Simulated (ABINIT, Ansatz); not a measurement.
# CdH2O2 (P-3m1): G0W0 on several meshes in ABINIT

How does the mesh move the gap of CdH2O2 (P-3m1)?

Program: ABINIT 10.8.3. Level of theory: PBEsol and many-body steps on it, plane waves. Results are calculated unless marked as measured.

Report form: the programs' logs are mostly left out.

## (1) Starting point

It takes space group P-3m1 (No. 164, trigonal). Conventional cell: a = 3.516 Å, b = 3.516 Å, c = 4.643 Å, α = 90.00°, β = 90.00°, γ = 120.00°. Nearest to Cd lie 6 O at 2.32 Å. Nearest to H lie 1 O at 0.97 Å. Nearest to O lie 1 H at 0.97 Å and 3 Cd at 2.32 Å. Farther neighbours and most contacts between anions are not listed.

The cell and positions are those that the Materials Project relaxed with its own functionals (PBE, PBE+U or r2SCAN), kept fixed.

## (2) Empty states on the mesh, 3×3×2 mesh, 105 bands

This step: ABINIT 10.8.3; DFT, PBEsol, plane waves, norm-conserving pseudopotentials.

The sums over transitions need many empty states on a uniform mesh; this step solves for them.

The input, run.abi:

```
acell 3*1.0 Angstrom
rprim 
  3.515525964753 0.000000000011 0.000000000000
  -1.757762982386 3.044534793135 0.000000000000
  0.000000000000 0.000000000000 4.642979290000
ntypat 3
znucl 48 1 8
natom 5
typat 1 2 2 3 3
xred 
  0.000000000000 0.000000000000 0.000000000000
  0.666666666667 0.333333333333 0.550960720000
  0.333333333333 0.666666666667 0.449039280000
  0.666666666667 0.333333333333 0.759372000000
  0.333333333333 0.666666666667 0.240628000000
pp_dirpath "pseudos"
pseudos "Cd.upf, H.upf, O.upf"
ecut 47
ngkpt 3 3 2
nshiftk 1
shiftk 0 0 0
kptopt 1
chksymbreak 0
iscf -2
irdden 1
istwfk *1
nband 105
nbdbuf 8
tolwfr 1e-09
nstep 60
prtvol 0
indata_prefix "in"
outdata_prefix "out"
tmpdata_prefix "tmp"
```

Run with:

```
OMP_NUM_THREADS=1 mpirun -n 4 abinit run.abi > log
```

It took 37 s on 4 MPI ranks of Arm Neoverse V2, shared host; peak memory 0.34 GiB.

Numbers from this step:

| Item | Value |
| --- | --- |
| gap | 1.704 eV |
| k of the valence top | 0, 0, 0.5 |
| k of the conduction bottom | 0, 0, 0 |
| least direct gap | 1.983 eV |
| k points computed | 6 |
| lowest point of the top converged band, above the valence top | 71.8089 eV |

On this mesh the gap is 1.704 eV.

The density comes from a self-consistent run that is not shown.

## (3) Screening, 3×3×2 mesh, 49 bands, screening to 114.3 eV

The RPA dielectric matrix is built and inverted for each q.

This step: RPA screening on PBEsol, plane waves, norm-conserving pseudopotentials.

run.abi, as its differences from that of step 2:

```diff
@@ -23,10 +23,11 @@
 chksymbreak 0
-iscf -2
-irdden 1
 istwfk *1
-nband 105
-nbdbuf 8
-tolwfr 1e-09
-nstep 60
-prtvol 0
+occopt 1
+irdwfk 1
+optdriver 3
+nband 49
+ecuteps 4.2
+inclvkb 2
+awtr 1
+symchi 1
 indata_prefix "in"
```

Run time: 6.3 s. Hardware: 4 MPI ranks; peak memory 0.65 GiB.

Numbers from this step:

```yaml
eps_infinity_with_local_fields_on_this_mesh_along_the_program_s_q_direction: 3.909
the_same_without_local_fields: 4.118
plasma_frequency: 30.71 eV
plane_waves_in_the_screening_matrix: 135
```

Local fields lower ε∞ by 5 %. On a Γ-centred mesh this coarse the value itself is usually too large, while a short band sum pulls it down.

## (4) 3×3×2

The self-energy is evaluated for the states that the input lists, and the levels follow from it, in one-shot runs by the linearised quasiparticle equation.

This step: G0W0 on PBEsol, plane waves, norm-conserving pseudopotentials.

run.abi, as its differences from that of step 3:

```diff
@@ -26,8 +26,17 @@
 irdwfk 1
-optdriver 3
+optdriver 4
 nband 49
+gwcalctyp 0
+ecutsigx 47
+symsigma 1
+nkptgw 2
+kptgw 
+  0.0000000000 0.0000000000 0.5000000000
+  0.0000000000 0.0000000000 0.0000000000
+bdgw 
+  16 19
+  16 19
 ecuteps 4.2
-inclvkb 2
-awtr 1
-symchi 1
+irdscr 1
+ppmodel 1
 indata_prefix "in"
```

Run time: 3 s. Hardware: 4 MPI ranks; peak memory 0.16 GiB.

Numbers from this step:

```yaml
g0w0_gap_on_the_points_computed: 3.372 eV
starting_gap_on_the_mesh: 1.704 eV
k_of_the_valence_top: 0, 0, 0.5
k_of_the_conduction_bottom: 0, 0, 0
z_at_the_valence_top: 0.793
z_at_the_conduction_bottom: 0.847
least_direct_g0w0_gap_on_the_computed_points: 3.719 eV
```

The gap on the mesh goes from 1.70 eV to 3.37 eV, a correction of +1.67 eV.

## (5) Empty states on the mesh, 3×3×4 mesh, 53 bands

This step: DFT, PBEsol, plane waves, norm-conserving pseudopotentials.

run.abi, as its differences from that of step 4:

```diff
@@ -18,3 +18,3 @@
 ecut 47
-ngkpt 3 3 2
+ngkpt 3 3 4
 nshiftk 1
@@ -23,20 +23,10 @@
 chksymbreak 0
+iscf -2
+irdden 1
 istwfk *1
-occopt 1
-irdwfk 1
-optdriver 4
-nband 49
-gwcalctyp 0
-ecutsigx 47
-symsigma 1
-nkptgw 2
-kptgw 
-  0.0000000000 0.0000000000 0.5000000000
-  0.0000000000 0.0000000000 0.0000000000
-bdgw 
-  16 19
-  16 19
-ecuteps 4.2
-irdscr 1
-ppmodel 1
+nband 53
+nbdbuf 4
+tolwfr 1e-09
+nstep 60
+prtvol 0
 indata_prefix "in"
```

Wall time 24 s (4 MPI ranks); peak memory 0.32 GiB.

Numbers from this step:

| Property | Result |
| --- | --- |
| gap | 1.704 eV |
| k of the valence top | 0, 0, 0.5 |
| k of the conduction bottom | 0, 0, 0 |
| least direct gap | 1.983 eV |
| k points computed | 10 |
| lowest point of the top converged band, above the valence top | 37.08 eV |

On this mesh the gap is 1.704 eV.

## (6) Screening, 3×3×4 mesh, 49 bands, screening to 114.3 eV

This step: RPA screening on PBEsol, plane waves, norm-conserving pseudopotentials.

run.abi, as its differences from that of step 5:

```diff
@@ -23,10 +23,11 @@
 chksymbreak 0
-iscf -2
-irdden 1
 istwfk *1
-nband 53
-nbdbuf 4
-tolwfr 1e-09
-nstep 60
-prtvol 0
+occopt 1
+irdwfk 1
+optdriver 3
+nband 49
+ecuteps 4.2
+inclvkb 2
+awtr 1
+symchi 1
 indata_prefix "in"
```

The job ended after 13 s (4 MPI ranks; peak memory 0.8 GiB).

Numbers from this step:

```yaml
eps_infinity_with_local_fields_on_this_mesh_along_the_program_s_q_direction: 3.913
the_same_without_local_fields: 4.122
plasma_frequency: 30.71 eV
plane_waves_in_the_screening_matrix: 135
```

## (7) 3×3×4

This step: G0W0 on PBEsol, plane waves, norm-conserving pseudopotentials.

run.abi, as its differences from that of step 6:

```diff
@@ -26,8 +26,17 @@
 irdwfk 1
-optdriver 3
+optdriver 4
 nband 49
+gwcalctyp 0
+ecutsigx 47
+symsigma 1
+nkptgw 2
+kptgw 
+  0.0000000000 0.0000000000 0.5000000000
+  0.0000000000 0.0000000000 0.0000000000
+bdgw 
+  16 19
+  16 19
 ecuteps 4.2
-inclvkb 2
-awtr 1
-symchi 1
+irdscr 1
+ppmodel 1
 indata_prefix "in"
```

The job ended after 3.5 s (4 MPI ranks; peak memory 0.7 GiB).

This step gave:

```
G0W0 gap on the points computed              : 3.466 eV
starting gap on the mesh                     : 1.704 eV
k of the valence top                         : 0, 0, 0.5
k of the conduction bottom                   : 0, 0, 0
Z at the valence top                         : 0.797
Z at the conduction bottom                   : 0.853
least direct G0W0 gap on the computed points : 3.817 eV
```

Against G0W0 in ABINIT (3×3×2 mesh, 49 bands, screening to 114.3 eV, Godby-Needs plasmon pole), the gap moves by +0.094 eV.

## (8) Side by side

Times are wall times on 4 MPI ranks of Arm Neoverse V2, shared host, good to a factor of about two. A run's time includes the screening step that it read.

```csv
run,mesh,bands,screening cutoff (eV),DFT gap (eV),gap on the mesh (eV),direct (eV),ε∞ used,time
3×3×2,3×3×2,49,114.3,1.704,3.372,3.719,3.91,9.3 s
3×3×4,3×3×4,49,114.3,1.704,3.466,3.817,3.91,17 s
```

## (9) Outcome

| Quantity | Value |
| --- | --- |
| 3×3×2 | 3.372 eV |
| 3×3×4 | 3.466 eV |
| known limits | not at the basis limit; d shell near the gap, gap tends to lie low; no spin-orbit coupling; coarse k mesh |

3×3×4: +0.094 eV against 3×3×2. Bands and cutoff are finite, so the gap is not at the basis limit. The miss can reach some tenths of an eV and take either sign; the mesh is an error of its own. In the G0W0 runs levels were corrected at 2 k points alone, so a gap called «on the mesh» is the least over those, and an edge elsewhere would be missed. A denser mesh or path gives a starting gap of 1.64 eV: the GW mesh misses a band edge, so its gaps are not the fundamental one. The 3×3×2 mesh is coarse for this cell, which bears on the long-range parts of exchange and screening. A d shell, filled or nearly so, lies near the gap. One-shot GW converges very slowly in bands there, not always from below, and on a semilocal start the gap tends to come out low; starts rich in exact exchange can overshoot instead. The many-body steps are scalar-relativistic: spin-orbit coupling is not in them.

[Paths, hosts, dates, memory and timing lines, banners, echoed tables and standing remarks are left out of the program output.]

[Logs are printed without paths, hosts, clocks, repeated set-up lines and the standing remarks that a program may print on its own settings, such as how far it seeks lower states.]

[Runs of the session that timed out or met a known fault of the program may be left out.]

[Hosts, paths, dates, database ids (printed as entryN), source tags and the programs' standing remarks are cut or masked in the printed files.]

[G0W0 gaps are taken among the corrected bands and points alone; a level outside them can change the order at an edge.]

[Where Ansatz stands beside ABINIT at settings called matched, ABINIT's density can come from a denser mesh and the files from another edition; pairs whose starting gaps differed by over 0.03 eV were left out, so agreement reads better than it is.]
